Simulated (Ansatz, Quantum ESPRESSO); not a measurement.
## SiC (Moissanite 3C): the LO frequency by hand

Aim: work out the LO frequency and the static dielectric constant of SiC (Moissanite 3C) from one linear-response run, then check them.

Method: DFT LDA, scalar-relativistic, plane waves, PseudoDojo norm-conserving pseudopotentials, in Quantum ESPRESSO 7.5.

## Step 1: The relaxed structure

Symmetry: F-43m, No. 216, cubic system. The conventional cell has a = 4.325 Å, b = 4.325 Å, c = 4.325 Å, α = 90.00°, β = 90.00°, γ = 90.00°. Nearest to Si lie 4 C at 1.87 Å. Nearest to C lie 4 Si at 1.87 Å. Farther neighbours are not listed.

Structure file:

```
CELL_PARAMETERS angstrom
-2.16262 0.00000 2.16262
0.00000 2.16262 2.16262
-2.16262 2.16262 0.00000
ATOMIC_POSITIONS crystal
Si 0.00000 0.00000 0.00000
C 0.25000 0.25000 0.25000
```

This is the cell after its relaxation at this level of theory, not the database cell from which that began.

## Step 2: What the response run gave

A linear-response run on the relaxed cell, with the response to an electric field; only its zone-centre results are used. Cutoff 82 Ry, k mesh 12×12×12.

The program printed:

```text
[banners, grids, parts of the stress and lines that vanish by symmetry left out]
Program PHONON v.7.5
     Reading xml data from directory:

[...]
Exchange-correlation= PW
                           (   1   4   0   0   0   0   0)
[...]
(   8 q-points):
[...]
kinetic-energy cut-off    =      82.0000  Ry
     charge density cut-off    =     328.0000  Ry
     convergence threshold     =      1.0E-18
[...]
Exchange-correlation= PW
                           (   1   4   0   0   0   0   0)
[...]
q = (   0.0000000   0.0000000   0.0000000 )
     25 Sym.Ops. (with q -> -q+G )
     G cutoff =  555.0506  (  13731 G-vectors)     FFT grid: ( 36, 36, 36)
     number of k points=    72
[...]
Mode symmetry, T_d (-43m)  point group:
[...]
Dielectric constant
[...]
End of electric fields calculation
          Dielectric constant in cartesian axis
          (       6.878386414       0.000000000      -0.000000000 )
          (       0.000000000       6.878386414       0.000000000 )
          (      -0.000000000       0.000000000       6.878386414 )
          Effective charges (d Force / dE) in cartesian axis without acoustic sum rule applied (asr)
           atom    1  Si    Mean Z*:        2.72210
      Ex  (        2.72210       -0.00000        0.00000 )
      Ey  (       -0.00000        2.72210        0.00000 )
      Ez  (       -0.00000        0.00000        2.72210 )
           atom    2  C     Mean Z*:       -2.72356
      Ex  (       -2.72356       -0.00000        0.00000 )
      Ey  (        0.00000       -2.72356        0.00000 )
      Ez  (        0.00000        0.00000       -2.72356 )
          Effective charges Sum: Mean:       -0.00146
[...]
Effective charges (d Force / dE) in cartesian axis with asr applied:
           atom    1  Si    Mean Z*:        2.72283
[...]
atom    2  C     Mean Z*:       -2.72283
[...]
Representation #   1 modes #   1   2   3
[...]
End of self-consistent calculation
     Convergence has been achieved
     Representation #   2 modes #   4   5   6
[...]
End of self-consistent calculation
     Convergence has been achieved
[...]
Dielectric constant in cartesian axis
          (       6.878386414       0.000000000      -0.000000000 )
          (       0.000000000       6.878386414       0.000000000 )
          (      -0.000000000       0.000000000       6.878386414 )
          Effective charges (d Force / dE) in cartesian axis without acoustic sum rule applied (asr)
           atom    1  Si    Mean Z*:        2.72210
[...]
Mode symmetry, C_s (m)     point group:
[...]
q = (    0.750000000  -0.250000000   0.750000000 )
[...]
Mode symmetry, C_s (m)     point group:
     freq (   1-   1) =        328.7  [cm-1]   --> A''
     freq (   2-   2) =        405.7  [cm-1]   --> A'
     freq (   3-   3) =        544.4  [cm-1]   --> A'
     freq (   4-   4) =        769.7  [cm-1]   --> A''
     freq (   5-   5) =        777.6  [cm-1]   --> A'
     freq (   6-   6) =        864.5  [cm-1]   --> A'
[...]
Mode symmetry, C_s (m)     point group:
[...]
q = (    0.500000000   0.000000000   0.500000000 )
[...]
Mode symmetry, C_s (m)     point group:
     freq (   1-   1) =        288.8  [cm-1]   --> A''
     freq (   2-   2) =        399.5  [cm-1]   --> A'
     freq (   3-   3) =        489.3  [cm-1]   --> A'
     freq (   4-   4) =        766.1  [cm-1]   --> A''
     freq (   5-   5) =        788.9  [cm-1]   --> A'
     freq (   6-   6) =        882.3  [cm-1]   --> A'
[...]
Mode symmetry, D_2d (-42m) point group:
[...]
Representation #   3 modes #   3   4
[...]
Convergence has been achieved
     Representation #   4 modes #   5   6
[...]
Convergence has been achieved
[...]
q = (    0.000000000  -1.000000000   0.000000000 )
[...]
freq (    5) =      23.056706 [THz] =     769.088925 [cm-1]
     freq (    6) =      24.907447 [THz] =     830.822998 [cm-1]
[...]
Mode symmetry, D_2d (-42m) point group:
     freq (   1-   2) =        366.4  [cm-1]   --> E    X_5  W_3
     freq (   3-   3) =        634.8  [cm-1]   --> B_2  X_3  W_2
     freq (   4-   5) =        769.1  [cm-1]   --> E    X_5  W_3
     freq (   6-   6) =        830.8  [cm-1]   --> A_1  X_1  W_1
[...]
Mode symmetry, S_4 (-4)    point group:
[...]
Convergence has been achieved
[...]
Convergence has been achieved
[...]
Convergence has been achieved
[...]
Convergence has been achieved
     Representation #   5 mode #   5
[...]
End of self-consistent calculation
     Convergence has been achieved
     Representation #   6 mode #   6
[...]
End of self-consistent calculation
     Convergence has been achieved
[...]
q = (   -0.500000000  -1.000000000   0.000000000 )
[...]
freq (    1) =      12.077704 [THz] =     402.868852 [cm-1]
     freq (    2) =      13.914919 [THz] =     464.151740 [cm-1]
     freq (    3) =      16.127649 [THz] =     537.960471 [cm-1]
     freq (    4) =      22.317127 [THz] =     744.419224 [cm-1]
     freq (    5) =      23.401287 [THz] =     780.582905 [cm-1]
     freq (    6) =      25.822751 [THz] =     861.354267 [cm-1]
[...]
Mode symmetry, S_4 (-4)    point group:
     freq (   1-   1) =        402.9  [cm-1]   --> B    W_3
     freq (   2-   2) =        464.2  [cm-1]   --> E*   W_2
     freq (   3-   3) =        538.0  [cm-1]   --> E    W_4
     freq (   4-   4) =        744.4  [cm-1]   --> A    W_1
     freq (   5-   5) =        780.6  [cm-1]   --> E*   W_2
     freq (   6-   6) =        861.4  [cm-1]   --> B    W_3

   JOB DONE.
```

| quantity | value |
| --- | --- |
| cell volume Ω (Å³) | 20.229 |
| mass of Si (u) | 28.085 |
| mass of C (u) | 12.011 |
| Born charge of Si, raw (e) | 2.722 |
| Born charge of C, raw (e) | -2.724 |
| ε∞ | 6.878 |
| ω(TO) after the sum rule (cm⁻¹) | 798.3 |

## Step 3: The calculation

The charges must sum to zero over the cell; taking off their mean, -0.001 e, leaves Z* = 2.723 e on Si. In the polar mode Si moves against C, so the reduced mass is μ = 28.09 × 12.01 / 40.10 = 8.413 u.

A longitudinal wave builds up a field that adds to the restoring force: ω(LO)² = ω(TO)² + 4π Z*² / (μ Ω ε∞), in Hartree atomic units. With μ = 15336 electron masses and Ω = 136.51 bohr³ the second term is 6.4698e-06 Ha², or 311644 cm⁻² (1 Ha = 219474.6 cm⁻¹).

So ω(LO) = √(637331 + 311644) = 974.2 cm⁻¹, and by the Lyddane-Sachs-Teller relation ε₀ = ε∞ (ω(LO)/ω(TO))² = 10.24.

## Step 4: Check against the program

The analysis program adds the same non-analytic term to the full matrix, here for q along (1 0 0).

The program printed:

```text
[banner, memory and clock lines left out]
Program DYNMAT v.7.5

     Reading Dynamical Matrix from file x.dyn1
     ...Force constants read
     ...epsilon and Z* read

     Polarizability (A^3 units)
     multiply by 0.337899 for Clausius-Mossotti correction
         9.462794    0.000000   -0.000000
         0.000000    9.462794    0.000000
        -0.000000    0.000000    9.462794

     IR activities are in (D/A)^2/amu units

# mode   [cm-1]    [THz]      IR
    1     -0.00   -0.0000    0.0000
    2     -0.00   -0.0000    0.0000
    3      0.00    0.0000    0.0000
    4    798.33   23.9332   20.3309
    5    798.33   23.9332   20.3309
    6    974.15   29.2042   20.3309
```

ε₀ comes from the program's run without a direction of q.

| quantity | by hand | program |
| --- | --- | --- |
| ω(LO) (cm⁻¹) | 974.2 | 974.1 |
| ε₀ | 10.24 | 10.24 |

## Step 5: Outcome

```yaml
to_mode: 798.3 cm⁻¹
lo_mode: 974.1 cm⁻¹
static_dielectric_constant: 10.24
```

In words: The LO mode of SiC (Moissanite 3C) lies at 974 cm⁻¹, 176 cm⁻¹ above the TO mode; the formula meets the program within 0.1 cm⁻¹, as it must for a cubic crystal with one polar mode. ω(LO)² − ω(TO)² goes with Z*²/ε∞: an error of 5 % in ε∞ would move the LO mode by 7.6 cm⁻¹, and semilocal functionals tend to overestimate ε∞. These are harmonic values at zero temperature, at the volume of this functional, for the structure held cubic; stability elsewhere in the zone is no part of this calculation.

[Host names and launcher messages were left out of these logs when they were recorded.]

[Logs are printed without paths, hosts, clocks, repeated set-up lines and the standing remarks that a program may print on its own settings, such as how far it seeks lower states.]

[Hosts, paths, dates, database ids (printed as entryN), source tags and the programs' standing remarks are cut or masked in the printed files.]
